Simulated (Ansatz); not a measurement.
**Ba2Sn (model cell, started as cuprite): a soft mode frozen in**

Wanted: the energy along a soft mode of Ba2Sn (model cell, started as cuprite) and the structure at the end.

Calculated with Ansatz 0.2.0; DFT PBEsol, scalar-relativistic, plane waves, PAW.

Report form: the programs' logs are mostly left out.

The structure was built from a prototype and need not be the compound's stable phase.

### Step 1. Starting point

The structure is cubic, space group Pn-3m (No. 224). Conventional cell: a = 7.479 Å, b = 7.479 Å, c = 7.479 Å, α = 90.00°, β = 90.00°, γ = 90.00°. Sn has 4 Ba at 3.24 Å nearest. Nearest to Ba lie 2 Sn at 3.24 Å. Farther neighbours are not listed.

As a file:

```cif
data_structure
_symmetry_space_group_name_H-M 'Pn-3m:1'
_symmetry_Int_Tables_number 224
_cell_length_a 7.4794
_cell_length_b 7.4794
_cell_length_c 7.4794
_cell_angle_alpha 90.000
_cell_angle_beta 90.000
_cell_angle_gamma 90.000
_cell_volume 418.41
loop_
_atom_site_label
_atom_site_type_symbol
_atom_site_symmetry_multiplicity
_atom_site_Wyckoff_symbol
_atom_site_fract_x
_atom_site_fract_y
_atom_site_fract_z
_atom_site_occupancy
Sn1 Sn 2 a 0.00000 0.00000 0.00000 1
Ba1 Ba 4 b 0.25000 0.25000 0.25000 1
```

### Step 2. Phonons on a q mesh

The cell comes from relaxations at this level that are not shown. The mesh has a single point along some directions, so zone-edge points there are not solved. Linear response on a 1×1×1 q mesh gives force constants as far as a supercell of that size would.

Input file input.yaml:

```yaml
crystal:
  lattice:
    - [7.4793971907, 0.0, 0.0]
    - [0.0, 7.4793971907, 0.0]
    - [0.0, 0.0, 7.4793971907]
  atoms:
    - { symbol: Sn, position: [0.0, 0.0, 0.0] }
    - { symbol: Sn, position: [0.5, 0.5, 0.5] }
    - { symbol: Ba, position: [0.25, 0.25, 0.25] }
    - { symbol: Ba, position: [0.75, 0.75, 0.25] }
    - { symbol: Ba, position: [0.75, 0.25, 0.75] }
    - { symbol: Ba, position: [0.25, 0.75, 0.75] }
kpoints:
  mp_grid: { grid: [4, 4, 4] }
hamiltonian:
  xc: pbesol
scf:
  occupations: { method: methfessel_paxton, width: 0.15 }
output:
  eigenvalues: true
phonons:
  method: dfpt
  qmesh: [1, 1, 1]
  temperatures: { t_max: 1000, t_step: 50 }
  qpath:
    path:
      - [[0.0, 0.0, 0.0], [0.0, 0.5, 0.0], [0.5, 0.5, 0.0], [0.0, 0.0, 0.0], [0.5, 0.5, 0.5], [0.0, 0.5, 0.0]]
      - [[0.5, 0.5, 0.5], [0.5, 0.5, 0.0]]
    npoints: 10
```

Command:

```console
$ ansatz run input.yaml --threads 8 --pin off --max-ram 14336MiB --backend cpu --events-out ev --progress --plain --runs-dir out
```

Run time: 67 s. Hardware: 8 threads of Arm Neoverse N1, shared host; peak memory 2.5 GiB.

This step gave:

| Property | Result |
| --- | --- |
| volume per atom | 69.73 Å³ |
| gap on the k-mesh | 0 eV |
| sum-rule residual before enforcement | 6.78e-5 eV/Å² |
| point group | m-3m |
| highest optical mode at the zone centre (no LO-TO term) | 137.7 cm⁻¹ |
| lowest optical zone-centre mode | -56.69 cm⁻¹ |
| lowest mode on the q mesh (acoustic modes at Γ apart) | -56.69 cm⁻¹ |
| highest frequency at a solved wavevector (no LO-TO term at Γ) | 137.7 cm⁻¹ |

Frequencies (cm⁻¹) solved at each irreducible wavevector; negative means imaginary. Frequencies by wavevector, by row:

| q in reciprocal lattice units | star | mode 1 | mode 2 | mode 3 | mode 4 | mode 16 | mode 17 | mode 18 |
| --- | --- | --- | --- | --- | --- | --- | --- | --- |
| 0 0 0 | 1 | -56.7 | -56.7 | -56.7 | 0 | 137.7 | 137.7 | 137.7 |

Symmetry leaves 1 wavevectors to solve. The lowest mode among them, the acoustic zeros apart, lies at Γ and is imaginary, 56.7i cm⁻¹, so the energy falls along it.

### Step 3. The mode frozen in, largest atomic shift 0 Å

The mode followed lies at Γ with frequency 56.7i cm⁻¹ and is 3-fold degenerate, the softest among the wavevectors solved. At small amplitude the distorted cell has space group no. 102 by a symmetry search on the positions. The undistorted cell that holds it gives the zero of energy on the same k mesh.

input.yaml, the sections that differ from step 2:

```yaml
output:
  forces: true
  stress: true
  eigenvalues: true
# crystal, kpoints, hamiltonian, scf: as in step 2
# phonons: removed
```

The job ended after 7.3 s (8 threads; peak memory 1.2 GiB; 27 s of CPU time).

This step gave:

| Quantity | Value |
| --- | --- |
| pressure | 1.18e-4 GPa |
| energy from the undistorted cell | 0 meV/atom |

The run ends at a pressure of 0.00 GPa.

### Step 4. The mode frozen in, largest atomic shift 0.6 Å

The atoms are moved along the unstable eigenvector, the largest shift by 0.6 Å, with the cell fixed.

input.yaml, the sections that differ from step 3:

```yaml
crystal:
  lattice:
    - [7.4793971907, 0.0, 0.0]
    - [0.0, 7.4793971907, 0.0]
    - [0.0, 0.0, 7.4793971907]
  atoms:
    - { symbol: Sn, position: [0.0802203687, 0.0, 0.0] }
    - { symbol: Sn, position: [0.5802203687, 0.5, 0.5] }
    - { symbol: Ba, position: [0.2153274303, 0.2983772893, 0.2983772893] }
    - { symbol: Ba, position: [0.7153274303, 0.7983772893, 0.2016227107] }
    - { symbol: Ba, position: [0.7153274303, 0.2016227107, 0.7983772893] }
    - { symbol: Ba, position: [0.2153274303, 0.7016227107, 0.7016227107] }
# kpoints, hamiltonian, scf, output: as in step 3
```

It took 10 s on 8 threads; peak memory 1.1 GiB.

This step gave:

```yaml
pressure: -1.429 GPa
energy_from_the_undistorted_cell: -133.5 meV/atom
```

The energy, extrapolated to zero smearing, is -133.52 meV/atom against the undistorted cell.

The run ends at a pressure of -1.43 GPa, with forces up to 0.24 eV/Å.

### Step 5. Energy along the mode, all amplitudes (two of the runs are shown above)

An imaginary frequency means negative curvature, so the energy should fall and then rise again as anharmonic terms take over.

This step gave:

```yaml
depth_at_the_lowest_point_sampled: 133.5 meV/atom
largest_atomic_shift_at_that_point: 0.6 Å
```

The energy from the parent by largest atomic shift:

| largest atomic shift (Å) | energy from the parent (meV/atom) |
| --- | --- |
| 0.000 | 0 |
| 0.040 | -1.18 |
| 0.080 | -4.70 |
| 0.140 | -13.8 |
| 0.220 | -30.8 |
| 0.320 | -57.4 |
| 0.450 | -95.0 |
| 0.600 | -134 |

Displacement at unit largest shift by atom:

| atom | x (Å) | y (Å) | z (Å) | size |
| --- | --- | --- | --- | --- |
| Sn1 | 1.00 | 0.00 | 0.00 | 1.00 |
| Sn2 | 1.00 | 0.00 | 0.00 | 1.00 |
| Ba3 | -0.43 | 0.60 | 0.60 | 0.96 |
| Ba4 | -0.43 | 0.60 | -0.60 | 0.96 |
| Ba5 | -0.43 | -0.60 | 0.60 | 0.96 |
| Ba6 | -0.43 | -0.60 | -0.60 | 0.96 |

The lowest of the steps tried is the last one, at 0.6 Å, 134 meV/atom below the parent; the bottom of the well need not coincide with a step.

### Step 6. Relaxing from the distorted cell

Starting from the lowest point found, all atoms and the cell are let go, so that strain and other modes of the same symmetry can join in.

Changes to input.yaml since step 4:

```diff
@@ -22 +22,6 @@
   eigenvalues: true
+relax:
+  adjacent_minimum: "off"
+  f_tol: 0.002
+  max_steps: 120
+  cell: { stress_tol: 0.03 }
```

Run time: 2.4 min. Hardware: 8 threads; peak memory 1.2 GiB.

Step by step:

| step | energy less that of the first step (eV) | largest force component (eV/Å) | pressure (GPa) | volume (Å³) |
| --- | --- | --- | --- | --- |
| 1 | 0.0000 | 0.2376 | -1.43 | 418.41 |
| 2 | -0.5647 | 0.4840 | -1.23 | 386.56 |
| 3 | -1.1400 | 0.6118 | -1.05 | 363.24 |
| 4 | -1.7568 | 0.6173 | -0.81 | 342.59 |
| 5 | -2.2260 | 0.2143 | -0.47 | 326.81 |
| 6 | -2.1976 | 0.2324 | 1.50 | 303.31 |
| 7 | -2.2952 | 0.1056 | -0.13 | 326.52 |
| 8 | -2.3068 | 0.0518 | 0.04 | 327.36 |
| 9 | -2.3081 | 0.0424 | 0.03 | 328.99 |
| 10 | -2.3100 | 0.0036 | -0.01 | 329.44 |
| 11 | -2.3101 | 0.0001 | 0.00 | 329.30 |
| 12* | -2.3093 | 0.0000 | 0.00 | 329.30 |

Relaxation steps marked * repeat the geometry before them on a plane-wave basis chosen anew for their cell, so energy and pressure can jump there. Relaxation step 6 was tried and not accepted.

Forces are held to the 8 operations that the run works with; a distortion that breaks them can't arise in this run.

| cell as run | before | after | change |
| --- | --- | --- | --- |
| a (Å) | 7.479 | 5.748 | -23.1 % |
| b (Å) | 7.479 | 7.569 | +1.2 % |
| c (Å) | 7.479 | 7.569 | +1.2 % |
| volume (Å³/atom) | 69.73 | 54.88 | -21.3 % |

The atoms that moved most (Å, as changes of fractional coordinates times the final cell):

| atom | dx | dy | dz | length |
| --- | --- | --- | --- | --- |
| Sn2 | 0.518 | 0.000 | 0.000 | 0.518 |
| Sn1 | 0.518 | 0.000 | 0.000 | 0.518 |
| Ba3 | -0.259 | 0.145 | 0.145 | 0.330 |
| Ba4 | -0.259 | 0.145 | -0.145 | 0.330 |
| Ba5 | -0.259 | -0.145 | 0.145 | 0.330 |
| Ba6 | -0.259 | -0.145 | -0.145 | 0.330 |

Numbers from this step:

* pressure: -0.002514 GPa
* volume per atom: 54.88 Å³
* gap on the k-mesh: 0.1027 eV

The distorted start has space group P4_2nm; the relaxation ends in P4_2/mnm.

### Step 7. Modes of the new phase

A relaxed structure may still be a saddle point, so its zone-centre modes are computed. No field response is asked.

Input file input.yaml:

```yaml
crystal:
  lattice:
    - [5.748050646, 0.0, 0.0]
    - [0.0, 7.5689229271, 0.0]
    - [0.0, 0.0, 7.5689229271]
  atoms:
    - { symbol: Sn, position: [0.170290519, 0.0, 0.0] }
    - { symbol: Sn, position: [0.670290519, 0.5, 0.5] }
    - { symbol: Ba, position: [0.1702923551, 0.3175460399, 0.3175460399] }
    - { symbol: Ba, position: [0.6702923551, 0.8175460399, 0.1824539601] }
    - { symbol: Ba, position: [0.6702923551, 0.1824539601, 0.8175460399] }
    - { symbol: Ba, position: [0.1702923551, 0.6824539601, 0.6824539601] }
kpoints:
  mp_grid: { grid: [4, 4, 4] }
hamiltonian:
  xc: pbesol
scf:
  occupations: { method: methfessel_paxton, width: 0.15 }
output:
  eigenvalues: true
phonons:
  method: dfpt
```

Run time: 1.9 min. Hardware: 8 threads; peak memory 2.5 GiB.

Numbers from this step:

```
sum-rule residual before enforcement                    : 1.38e-4 eV/Å²
point group                                             : 4/mmm
highest optical mode at the zone centre (no LO-TO term) : 114.9 cm⁻¹
lowest optical zone-centre mode                         : -19.7 cm⁻¹
```

Patterns of degenerate modes are one choice out of their space. Modes at Γ, with each element's share of the kinetic energy (negative means imaginary):

| mode | frequency (cm⁻¹) | symmetry | Sn % | Ba % |
| --- | --- | --- | --- | --- |
| 1 | -19.7 | B1g | 0 | 100 |
| 2 | 0.0 | acoustic | 30 | 70 |
| 3 | 0.0 | acoustic | 30 | 70 |
| 4 | 0.0 | acoustic | 30 | 70 |
| 5 | 5.9 | Eu | 29 | 71 |
| 6 | 5.9 | Eu | 29 | 71 |
| 7 | 38.1 | A2g | 0 | 100 |
| 8 | 47.0 | B1u | 40 | 60 |
| 9 | 73.2 | Eg | 0 | 100 |
| 10 | 73.2 | Eg | 0 | 100 |
| 11 | 79.3 | Eu | 82 | 18 |
| 12 | 79.3 | Eu | 82 | 18 |
| 13 | 92.7 | A1g | 0 | 100 |
| 14 | 103.3 | B2g | 0 | 100 |
| 15 | 106.5 | B1u | 60 | 40 |
| 16 | 107.1 | Eu | 59 | 41 |
| 17 | 107.1 | Eu | 59 | 41 |
| 18 | 114.9 | A2u | 70 | 30 |

Displacements in mode 1 (-19.7 cm⁻¹), the largest set to 1:
```
Sn1  0.00  0.00  0.00
Sn2  0.00  0.00  0.00
Ba3  0.00 -1.00  1.00
Ba4  0.00 -1.00 -1.00
Ba5  0.00  1.00  1.00
Ba6  0.00  1.00 -1.00
```

Displacements in mode 16 (107.1 cm⁻¹), the largest set to 1:
```
Sn1  0.00  0.00  0.29
Sn2  0.00 -0.96  1.00
Ba3  0.00 -0.13 -0.03
Ba4  0.00  0.55 -0.53
Ba5  0.00  0.55 -0.53
Ba6  0.00 -0.13 -0.03
```

Before it was imposed, the acoustic sum rule was missed by 1.4e-4 eV/Å². Small misses are needed for a sound result but don't prove that mesh and cutoff are converged. The lowest optical mode is imaginary, 19.7i cm⁻¹, so the energy falls along it.

### Step 8. Summary of results

```yaml
unstable_mode_of_the_parent: q = (0, 0, 0), 57i cm⁻¹
depth_at_the_lowest_point_sampled: 134 meV/atom
largest_atomic_shift_at_that_point: 0.6 Å
space_group_reached_within_0p01_a: P4_2/mnm
energy_gained_over_the_parent_first_relaxation_on_the_mesh_of_the_frozen_mode: 519 meV/atom
volume_per_atom_phase_reached: 54.9 Å³
gap_on_the_k_mesh_phase_reached: 0.103 eV
lowest_optical_zone_centre_mode_phase_reached: -19.7 cm⁻¹
highest_optical_mode_at_the_zone_centre_no_lo_to_term_phase_reached: 115 cm⁻¹
```

What this shows: Along this mode the structure falls into P4_2/mnm, 519 meV/atom below the parent. At the parent's cell the well is 133.5 meV/atom deep on the steps tried, with its lowest point at a shift of 0.6 Å. That is the last step tried, so the steps alone don't bracket the bottom of the well. Relaxing atoms and cell changes the gain by +385.00 meV/atom against the lowest step (energies at zero smearing). Most of the total comes from this relaxation. The new phase still has an imaginary mode at the zone centre of its cell, so it is a saddle point on the way to a lower structure. Of the 3 patterns followed to their end from this parent, this one ends 186 meV/atom above the lowest, P4/nmm. Each path keeps the symmetry of its pattern, so a lower phase may lie along a pattern not tried. The q mesh is too sparse to interpolate, so only the solved wavevectors are given. With no gap, or one that is small against the smearing, the frequencies hang on the k mesh and the smearing, most of all near Kohn anomalies. The volume moved by more than a tenth on the k mesh of the start, so the energy gain is rough. Spin-orbit coupling is left out, which can matter for the heavy elements here. The starting cell was built on a prototype and not taken from a measurement, so the phase need not exist.

[Logs are printed without paths, hosts, clocks, repeated set-up lines and the standing remarks that a program may print on its own settings, such as how far it seeks lower states.]

[Hosts, paths, dates, database ids (printed as entryN), source tags and the programs' standing remarks are cut or masked in the printed files.]
